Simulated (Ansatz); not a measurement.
# Relaxing Zr2CO2 MXene/Bi2Te3 quintuple layer periodic stack (55 atoms)

Wanted: the relaxed structure of Zr2CO2 MXene/Bi2Te3 quintuple layer periodic stack (55 atoms) and its electronic structure.

Calculated with Ansatz 0.2.0; Kohn-Sham DFT, PBE+D4, PAW (set soft_2, large core), plane waves.

Most raw output is cut from this account.

### 1. The starting structure

The cell holds 55 atoms: 7 C, 14 Zr, 14 O, 12 Te and 8 Bi. Its edges and angles: a = 8.759 Å, b = 8.759 Å, c = 18.610 Å, α = 90.0°, β = 90.0°, γ = 120.0°. It derives from Zr2CO2 and Bi2Te3. 7 cells of Zr2CO2 MXene (a = 3.31 Å, strained +0.01 %) and 4 cells of Bi2Te3 quintuple layer (a = 4.38 Å, -0.01 %) on one hexagonal cell, twist 40.89 deg; facing planes 3.34, 3.17 Å apart; periodic along z; displaced by a Gaussian of 0.01 Å. Regions: layer 1, 35 atoms (7 C, 14 Zr and 14 O); layer 2, 20 atoms (12 Te and 8 Bi).

Before any run, some limits are plain. Spin–orbit coupling is left out, which matters for the levels of the heavy elements.

### 2. Single point at the start

The forces at the start show how far the geometry lies from a minimum of this functional.

Contents of input.yaml:

```yaml
crystal:
  lattice:
    - [8.7587, 0.0, 0.0]
    - [-4.37935, 7.58526, 0.0]
    - [0.0, 0.0, 18.61]
  atoms:
    - { symbol: C, position: [0.14394, 0.71308, 0.12404] }
    - { symbol: Zr, position: [0.37973, 0.90357, 0.19687] }
    - { symbol: Zr, position: [0.33403, 0.66565, 0.04966] }
    - { symbol: O, position: [0.33242, 0.66505, 0.24653] }
    - { symbol: O, position: [0.38096, 0.9046, 0.99988] }
    - { symbol: C, position: [0.00087, 0.99824, 0.12307] }
    - { symbol: Zr, position: [0.23809, 0.19041, 0.1961] }
    - { symbol: Zr, position: [0.19049, 0.95184, 0.04988] }
[... 43 atom lines left out ...]
    - { symbol: Bi, position: [0.23491, 0.10822, 0.5189] }
    - { symbol: Bi, position: [0.40168, 0.93811, 0.73804] }
    - { symbol: Te, position: [0.40206, 0.93902, 0.42685] }
    - { symbol: Te, position: [0.23668, 0.106, 0.82923] }
kpoints:
  mp_grid: { grid: [2, 2, 1] }
hamiltonian:
  xc: pbe
  dispersion: d4
  pseudopotentials: { kind: paw, core: large }
scf:
  occupations: { method: gaussian, width: 0.025 }
output:
  forces: true
  stress: true
  populations: true
  dos:
    method: { smearing: { sigma: 0.15 } }
    de: 0.1
    projected:
      site_lists:
        Bi: [Bi]
        C: [C]
        O: [O]
        Te: [Te]
        Zr: [Zr]
        layer_1: [0, 1, 2, 3, 4, 5, 6, 7, 8, 9, 10, 11, 12, 13, 14, 15, 16, 17, 18, 19, 20, 21, 22, 23, 24, 25, 26, 27, 28, 29, 30, 31, 32, 33, 34]
        layer_2: [35, 36, 37, 38, 39, 40, 41, 42, 43, 44, 45, 46, 47, 48, 49, 50, 51, 52, 53, 54]
  eigenvalues: true
```

Launch:

```sh
$ ansatz run input.yaml --threads 4 --pin off --max-ram 8192MiB --backend cpu --events-out ev --progress --plain --runs-dir out
```

Wall time 70 s (4 threads of Arm Neoverse V2, shared host); peak memory 6.6 GiB; 4.5 min of CPU time.

The program notes that potentials were chosen by core size.

The run gave:

- free energy: -226849.9168 eV
- free energy per atom: -4124.5439 eV/atom
- SCF cycles: 17
- pressure: -0.7744 GPa
- r.m.s. force component: 0.2628 eV/Å
- longest force: 1.03 eV/Å
- Fermi energy: 8.305 eV
- gap (highest filled to lowest empty level): 0.7909 eV
- spilling of the projection: 0.003875

The r.m.s. force component of 0.26 eV/Å and the pressure of -0.77 GPa set the starting point.

Neighbours are counted within 2.82 Å (O-Zr), 2.81 Å (Zr-C), 3.68 Å (Te-Bi).

Length of the force by element and coordination:

```tsv
element	coordination	atoms	mean length of the force (eV/Å)	spread	least	most
Bi	all	8	0.0646	0.0331	0.0163	0.128
C	all	7	0.224	0.0848	0.104	0.372
O	all	14	0.322	0.100	0.161	0.502
Te	all	12	0.0807	0.0386	0.0263	0.164
Te	3	8	0.0758	0.0335	0.0263	0.136
Te	6	4	0.0904	0.0458	0.0371	0.164
Zr	all	14	0.807	0.103	0.629	1.03
```

### 3. Relaxation

With the cell held, the atoms are moved downhill towards a nearby minimum.

input.yaml, the sections that differ from step 2:

```yaml
output:
  forces: true
relax:
  f_tol: 0.05
  max_steps: 130
# crystal, kpoints, hamiltonian, scf: as in step 2
```

It took 2 min on 4 threads; peak memory 6.7 GiB.

Step by step:

```tsv
step	energy less that of the first step (eV)	largest force component (eV/Å)
1	0.0000	1.0097
2	0.3495	1.2886
3	-0.2026	0.1368
4	-0.2137	0.0130
```

Relaxation step 2 was tried and not accepted.

The atoms that moved most (Å):

```tsv
atom	dx	dy	dz	length
Bi53	0.002	0.013	-0.087	0.088
Te36	0.016	0.009	-0.084	0.086
Te45	-0.020	0.018	-0.070	0.075
Zr7	0.003	-0.003	0.072	0.072
Te51	-0.024	0.011	-0.065	0.071
Bi37	-0.007	0.017	-0.066	0.069
Zr27	0.014	0.001	0.063	0.064
Zr2	0.010	0.007	0.063	0.064
```

The relaxation changed the energy by -3.88 meV/atom, and atoms moved by 0.045 Å r.m.s., 0.088 Å at most.

### 4. Structure statistics after relaxation

Bonds before and after, by the cutoffs listed below:

```tsv
pair	bonds before	bonds after	mean before (Å)	mean after (Å)	spread before (Å)	spread after (Å)
O-Zr	42	42	2.127	2.117	0.013	0.003
Zr-C	42	42	2.350	2.364	0.013	0.003
Te-Bi	48	48	3.150	3.149	0.093	0.091
```

Density 6.43 g/cm³, 22.48 Å³ an atom.

g(r), total and by pair (bins of 0.2 Å):

```tsv
r (Å)	total	O-O	O-Zr	O-Te	O-Bi	O-C	Zr-Zr
2.10	3.02	0.00	23.35	0.00	0.00	0.00	0.00
2.30	2.42	0.00	0.00	0.00	0.00	0.00	0.00
2.50	0.00	0.00	0.00	0.00	0.00	0.00	0.00
2.70	0.00	0.00	0.00	0.00	0.00	0.00	0.00
2.90	1.54	0.00	0.00	0.00	0.00	23.80	0.00
3.10	0.83	0.00	0.00	0.00	0.00	0.00	0.00
3.30	4.50	19.05	0.00	0.52	0.00	0.00	28.30
3.50	0.11	0.00	0.00	0.98	0.00	0.00	0.00
3.70	0.43	0.00	2.59	0.84	0.00	0.00	0.00
3.90	0.99	0.00	6.85	0.95	0.00	0.00	0.00
4.10	0.94	0.00	0.00	0.87	0.00	0.00	0.00
4.30	1.03	0.00	0.00	0.65	0.00	0.00	0.00
4.50	1.32	0.00	0.00	0.28	0.00	10.55	0.00
4.70	0.60	0.00	0.00	0.67	0.00	0.00	4.72
4.90	1.57	4.26	8.55	0.86	0.18	0.00	0.00
5.10	1.24	0.00	8.05	0.78	0.84	0.00	0.00
5.30	1.46	0.00	0.00	0.32	0.95	0.00	0.00
5.50	1.36	0.00	0.00	0.78	0.58	13.60	0.00
5.70	1.72	6.45	0.00	0.18	0.96	0.00	12.75
5.90	0.49	2.96	0.00	0.67	0.88	0.00	0.00
6.10	0.30	0.00	0.00	0.63	0.83	0.00	0.00
6.30	0.47	0.00	0.00	0.45	0.34	0.00	0.00
6.50	0.39	0.00	0.00	0.70	1.04	0.00	0.00
6.70	1.00	4.80	0.00	0.26	0.88	0.00	4.80
6.90	2.24	4.53	8.88	0.37	0.55	0.00	0.00
7.10	0.99	0.00	0.00	0.76	0.61	0.00	0.00
7.30	1.20	0.00	0.00	1.10	0.42	7.95	0.00
7.50	1.34	0.00	3.67	0.83	0.78	0.00	3.83
```

Bonds by pair of elements; cutoffs follow the first minimum of g(r), held within bounds set by covalent radii, and pairs that aren't listed don't count as bonded:

```tsv
pair A-B	cutoff (Å)	bonds	mean length (Å)	spread (Å)	shortest (Å)	B about A	A about B
O-Zr	2.82	42	2.12	0.003	2.11	3	3
Zr-C	2.81	42	2.36	0.003	2.36	3	6
Te-Bi	3.62	48	3.15	0.091	3.04	4	6
```

How many atoms have how many bonded neighbours:

```tsv
element	mean	3	6
Bi	6	0	8
C	6	0	7
O	3	14	0
Te	4	8	4
Zr	6	0	14
```

Bond angles (no mean is given where the spread exceeds 20°):

```tsv
angle	count	mean (°)	spread (°)
C-Zr-O	126	-	-
Te-Bi-Te	120	-	-
Zr-C-Zr	105	-	-
Bi-Te-Bi	84	-	-
Zr-O-Zr	42	103	0.2
```

Bond length by coordination (bonds to H left out):

```tsv
element	coordination	atoms	mean bond length (Å)
Te	3	8	3.06
Te	6	4	3.24
```

Counting bonds as in the table, all Bi atoms have 6, all C atoms have 6, all O atoms have 3 and 67 % of Te atoms have 3 bonded neighbours. Bonds at Te atoms with 3 neighbours average 3.06 Å, against 3.24 Å at those with 6.

### 5. Single point at the relaxed geometry

One more single point at the end of the walk gives the fuller output and checks the residual forces.

Contents of input.yaml:

```yaml
crystal:
  lattice:
    - [8.7587, 0.0, 0.0]
    - [-4.37935, 7.58526, 0.0]
    - [0.0, 0.0, 18.61]
  atoms:
    - { symbol: C, position: [0.14347, 0.71427, 0.12504] }
    - { symbol: Zr, position: [0.38126, 0.90444, 0.20024] }
    - { symbol: Zr, position: [0.33361, 0.66651, 0.05003] }
    - { symbol: O, position: [0.33344, 0.666, 0.24899] }
    [... 45 atom lines left out ...]
    - { symbol: Te, position: [0.23775, 0.60881, 0.82663] }
    - { symbol: Te, position: [0.0679, 0.77437, 0.6254] }
    - { symbol: Bi, position: [0.23582, 0.10705, 0.51647] }
    - { symbol: Bi, position: [0.40272, 0.93984, 0.73339] }
    - { symbol: Te, position: [0.40217, 0.93928, 0.42422] }
    - { symbol: Te, position: [0.23621, 0.10412, 0.8263] }
kpoints:
  mp_grid: { grid: [2, 2, 1] }
hamiltonian:
  xc: pbe
  dispersion: d4
  pseudopotentials: { kind: paw, core: large }
scf:
  occupations: { method: gaussian, width: 0.025 }
output:
  forces: true
  stress: true
  populations: intrinsic
  dos:
    method: { smearing: { sigma: 0.15 } }
    de: 0.1
    projected:
      site_lists:
        Bi: [Bi]
        C: [C]
        O: [O]
        Te: [Te]
        Zr: [Zr]
        layer_1: [0, 1, 2, 3, 4, 5, 6, 7, 8, 9, 10, 11, 12, 13, 14, 15, 16, 17, 18, 19, 20, 21, 22, 23, 24, 25, 26, 27, 28, 29, 30, 31, 32, 33, 34]
        layer_2: [35, 36, 37, 38, 39, 40, 41, 42, 43, 44, 45, 46, 47, 48, 49, 50, 51, 52, 53, 54]
  eigenvalues: true
  write_density: true
  write_potential: true
  volumetric_format: npy
  elf: true
```

It took 75 s on 4 threads; peak memory 6.6 GiB.

Numbers from this run:

```yaml
free_energy: -226850.1304 eV
free_energy_per_atom: -4124.5478 eV/atom
scf_cycles: 16
pressure: -0.8907 GPa
r_m_s_force_component: 0.00305 eV/Å
longest_force: 0.01296 eV/Å
fermi_energy: 8.445 eV
spacing_of_highest_filled_and_lowest_empty_level: 0.9545 eV
```

Intrinsic-atomic-orbital charges by element and coordination:

```tsv
element	coordination	atoms	mean charge (e)	spread	least	most
Bi	all	8	0.379	0.0017	0.376	0.381
C	all	7	-0.952	8.0e-4	-0.953	-0.950
O	all	14	-0.675	7.0e-4	-0.676	-0.674
Te	all	12	-0.241	0.0751	-0.348	-0.187
Te	3	8	-0.188	0.0011	-0.190	-0.187
Te	6	4	-0.347	7.0e-4	-0.348	-0.346
Zr	all	14	1.14	0.0016	1.14	1.14
```

By region:

```tsv
region	atoms	mean length of the force (eV/Å)	net charge (e)
layer 1	35	0.005	-0.14
layer 2	20	0.004	0.14
```

States in the cell by windows of 1 eV, zero at the Fermi level; the larger projections on atomic orbitals stand beside the total:

```tsv
from (eV)	to (eV)	total	layer 1	Zr d	O p	Te p	Bi p	C p
-18	-17	0.1	0.1	0.0	0.0	0.0	0.0	0.0
-17	-14	0.0	0.0	0.0	0.0	0.0	0.0	0.0
-14	-13	0.5	0.0	0.0	0.0	0.0	0.0	0.0
-13	-12	6.4	0.0	0.0	0.0	0.4	0.4	0.0
-12	-11	9.5	0.0	0.0	0.0	0.6	0.5	0.0
-11	-10	15.3	3.1	0.4	0.1	0.2	1.3	0.0
-10	-9	18.7	10.9	2.7	0.2	0.4	0.4	0.0
-9	-8	3.2	0.0	0.0	0.0	0.1	0.1	0.0
-8	-7	0.3	0.0	0.0	0.0	0.0	0.0	0.0
-7	-6	1.4	1.4	0.4	0.6	0.0	0.0	0.2
-6	-5	34.4	33.5	8.8	21.1	0.5	0.3	1.7
-5	-4	54.9	46.2	8.1	34.1	4.6	3.6	2.0
-4	-3	23.2	6.5	1.5	2.5	9.4	6.5	2.1
-3	-2	34.8	18.9	5.5	4.2	9.5	5.6	8.3
-2	-1	37.6	17.4	4.0	4.1	16.4	2.4	8.7
-1	0	11.6	1.2	0.2	0.3	9.6	0.1	0.7
0	1	8.8	5.3	3.9	1.2	0.8	2.0	0.2
1	2	31.1	10.9	8.6	1.4	7.6	10.7	0.6
2	3	34.5	24.7	20.6	1.6	3.7	5.0	1.7
```

Between -26 and -18 eV lie 108 more states.

About 112 of the 472 electrons lie in deeper levels, below the stored range.

The levels nearest the highest filled one (over half full), pooled over k-points and spins:

```tsv
level less the highest filled one (eV)	occupation
-0.127	2
-0.107	2
-0.107	2
-0.106	2
-1.0e-4	2
0	2
0.955	0
0.988	0
0.989	0
0.989	0
1.33	0
1.33	0
```

Planar average of the electrostatic potential energy along the normal, with the Fermi level as zero, after a running mean with a triangular window 4 Å wide at its base:

```tsv
height (Å)	potential energy (eV)
0.0	-6.65
0.6	-9.82
1.0	-10.69
1.6	-10.08
2.1	-9.59
2.7	-9.66
3.1	-10.25
3.7	-10.62
4.2	-9.38
4.8	-5.91
5.2	-2.71
5.8	0.55
6.4	1.52
6.8	0.87
7.4	-1.07
7.9	-2.76
8.5	-4.69
8.9	-5.60
9.5	-6.06
10.0	-5.64
10.6	-4.53
11.0	-3.77
11.6	-3.22
12.1	-3.49
12.7	-4.43
13.3	-5.55
13.7	-6.05
14.3	-5.69
14.7	-4.83
15.3	-2.97
15.8	-1.29
16.4	0.71
16.8	1.45
17.4	0.66
17.9	-1.48
18.5	-5.63
```

ELF in the cb plane at fractional x = 0.403, with atoms of Zr and O and C and Bi and Te within 0.2 Å of it. It is the smooth field of the valence electrons, not physical close to the nuclei.

Ten even steps from '0' (0.00) to '9' (0.90), each cell a mean:
```
88412217887200289665585100001342124310000489
58511128558300399665585100001342124310000488
87412216887200179965874100111344344321000378
53112422442331038998853111343334433444310146
25752441136873003565433223677422234677630001
48883231268985100011223334788631135788851000
37872120147885000112223334788631125788851011
33421321223552014666533223677522234677630034
63114642441110048998863111343334443444310147
63137863321000179855884100111344344321000146
21125874112320189665585200001342124310000012
15643663137862179654585100001342124310000000
38873231158983059966874100111344344321000000
27872120148984027998753111343334433444310001
13432552125763003565433223677522234677630011
10137886211220000011223334788631125788851001
01478578510000000112223334788631125788851000
01488368620000014666433223576422234677640000
21268886310000048998853111343234443444310012
75236753552000179965874100011344344321000157
```
Columns run along c (18.6 Å), rows up along b (8.8 Å). Atoms in or near the plane, at fractional coordinates: Zr at (0.20, 0.90), O at (0.00, 0.90), C at (0.13, 0.14), Bi at (0.73, 0.44), Te at (0.42, 0.44), Bi at (0.73, 0.94), Te at (0.42, 0.94).

Valence density in the cb plane at fractional x = 0.403, with atoms of Zr and O and C and Bi and Te within 0.2 Å of it. It is the smooth field of the valence electrons, not physical close to the nuclei.

Values in e/Å³, 11 rows by 16 columns, each cell a mean:
```
2.5 0.1 1.2 3.1 0.2 0.1 0.3 0.3 0.1 0.0 0.2 4.8 2.4 0.1 0.0 1.5
1.5 0.2 0.8 2.2 0.1 0.1 0.4 0.4 0.1 0.1 0.1 1.6 0.8 0.1 0.0 0.8
1.1 0.8 0.2 0.6 0.6 0.0 0.1 0.2 0.2 0.2 0.2 0.1 0.2 0.2 0.0 0.1
1.7 1.1 0.2 0.8 0.9 0.0 0.0 0.1 0.2 0.2 0.2 0.1 0.1 0.2 0.1 0.1
0.5 0.3 0.3 0.6 0.2 0.0 0.2 0.3 0.1 0.1 0.1 0.3 0.3 0.1 0.0 0.2
0.2 0.3 0.4 0.3 0.1 0.1 0.4 0.4 0.1 0.0 0.2 3.3 1.8 0.1 0.0 0.1
1.1 0.9 0.2 0.6 0.6 0.1 0.4 0.4 0.1 0.0 0.2 3.6 2.0 0.1 0.0 0.0
1.4 0.9 0.2 0.7 0.7 0.1 0.3 0.3 0.1 0.1 0.1 0.4 0.3 0.1 0.0 0.1
0.2 0.5 0.6 0.2 0.1 0.0 0.0 0.1 0.2 0.2 0.2 0.1 0.1 0.2 0.0 0.0
0.1 0.9 1.1 0.1 0.0 0.0 0.1 0.2 0.2 0.2 0.2 0.1 0.2 0.2 0.0 0.0
0.3 0.4 0.6 0.5 0.1 0.1 0.4 0.4 0.1 0.1 0.1 1.3 0.7 0.1 0.0 0.1
```
Columns run along c (18.6 Å), rows up along b (8.8 Å). Atoms in or near the plane, at fractional coordinates: Zr at (0.20, 0.90), O at (0.00, 0.90), C at (0.13, 0.14), Bi at (0.73, 0.44), Te at (0.42, 0.44), Bi at (0.73, 0.94), Te at (0.42, 0.94).

Mean intrinsic-atomic-orbital charges: Bi +0.38, C -0.95, O -0.68, Te -0.24, Zr +1.14 e. By these charges the region 'layer 2' has given 0.14 e to 'layer 1'; where the regions aren't neutral units, this includes their ionic charge. The largest share in the top eV of filled states is Te p (73 % of the projected weight), and in the lowest eV of empty states Zr d (53 % of the projected weight).

A closer look about C31, one of the 7 C atoms: 13 atoms, nearest first, numbered in the order of the input, with positions taken from that point.

```tsv
atom	x	y	z	distance (Å)	bonds	intrinsic-atomic-orbital charge (e)
C31	0.00	0.00	0.00	0.00	6	-0.95
Zr33	1.88	-0.36	-1.38	2.36	6	1.14
Zr22	-1.88	0.36	1.39	2.36	6	1.14
Zr17	0.63	-1.80	1.39	2.36	6	1.14
Zr32	1.25	1.45	1.39	2.37	6	1.14
Zr28	-0.63	1.81	-1.39	2.37	6	1.14
Zr23	-1.25	-1.44	-1.40	2.37	6	1.14
O35	1.25	1.44	-2.30	2.98	3	-0.68
O29	-0.63	1.81	2.29	2.99	3	-0.68
O24	-1.25	-1.44	2.30	2.99	3	-0.67
O20	0.63	-1.81	-2.30	2.99	3	-0.68
O25	-1.88	0.36	-2.31	3.00	3	-0.68
O34	1.88	-0.36	2.31	3.00	3	-0.68
```

The column of bonds counts only the pairs O-Zr within 2.82 Å, Zr-C within 2.81 Å, Te-Bi within 3.62 Å; other neighbours, such as metal atoms beside each other in a compound, aren't counted, and periodic images can show an atom twice.

### 6. Outcome

* energy change in the relaxation: -3.885 meV/atom
* r.m.s. displacement: 0.045 Å
* largest displacement: 0.088 Å
* free energy per atom: -4124.5478 eV/atom
* density: 6.431 g/cm³
* pressure: -0.8907 GPa
* r.m.s. force component: 0.00305 eV/Å
* gap (highest filled to lowest empty level): 0.9545 eV
* wall time of the 3 DFT runs: 4.4 min

What this shows: Relaxation lowers the energy by 3.88 meV/atom and moves atoms by 0.045 Å r.m.s.; the r.m.s. force component goes from 0.26 to 0.0031 eV/Å, the pressure goes from -0.77 to -0.89 GPa, and the gap from 0.791 to 0.955 eV. By the final cutoffs no bond was broken or made. First to last step the energy falls by 0.214 eV; the largest move, 0.09 Å, is that of Bi53, with 1 other atom within 2 % of it. The Zr-C bonds change most in mean length: from 2.350 Å (spread 0.013) to 2.364 Å (spread 0.003). Counting bonds as in the table, all Bi atoms have 6, all C atoms have 6, all O atoms have 3 and 67 % of Te atoms have 3 bonded neighbours. Between filled and empty levels lie 0.955 eV on the run's k-points; the mesh holds the band edges only if they fold onto it, so the gap at this level can be narrower or closed.

[Logs are printed without paths, hosts, clocks, repeated set-up lines and the standing remarks that a program may print on its own settings, such as how far it seeks lower states.]

[Hosts, paths, dates, database ids (printed as entryN), source tags and the programs' standing remarks are cut or masked in the printed files.]
